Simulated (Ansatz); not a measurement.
Rows from a G0W0 calculation on Si3N4 (P6_3/m) (Ansatz 0.2.0; G0W0 on PBE, plane waves, PAW; PAW set soft_1; 3×3×6 mesh, 607 empty bands, screening to 150 eV, PAW set soft_1 files), in eV. Spin-orbit coupling is left out.

| row | k | band | start | Σx | Σc at the solution | Vxc |
| --- | --- | --- | --- | --- | --- | --- |
| A | Γ | c1 | 12.620 | -7.239 | -4.459 | -12.489 |
| B | (0.000, 0.000, 0.167) | c1 | 14.036 | -7.723 | -4.193 | -12.522 |
| C | (0.000, 0.000, 0.167) | c2 | 14.270 | -8.114 | -4.746 | -13.758 |
| D | Γ | c2 | 13.036 | -8.555 | -4.202 | -13.417 |
| E | (0.000, 0.000, 0.167) | v1 | 8.297 | -21.958 | 3.071 | -17.963 |
| F | Γ | v1 | 8.099 | -21.848 | 3.196 | -17.688 |

Q: Give the quasiparticle energies and the shift of each level.

The quasiparticle equation reads E = start + Σx + Σc(E) − Vxc.

| row | E (eV) | shift (eV) |
| --- | --- | --- |
| A | 13.412 | +0.791 |
| B | 14.642 | +0.606 |
| C | 15.167 | +0.897 |
| D | 13.697 | +0.661 |
| E | 7.373 | −0.924 |
| F | 7.135 | −0.964 |

The gap over the computed points goes from 4.32 eV to 6.04 eV.

Limits: not at the basis limit.

[Runs of the session that timed out or met a known fault of the program may be left out.]

[Cells called generated may have been cut or substituted from an entry of the Crystallography Open Database or the Materials Project.]

[Hosts, paths, dates, database ids (printed as entryN), source tags and the programs' standing remarks are cut or masked in the printed files.]
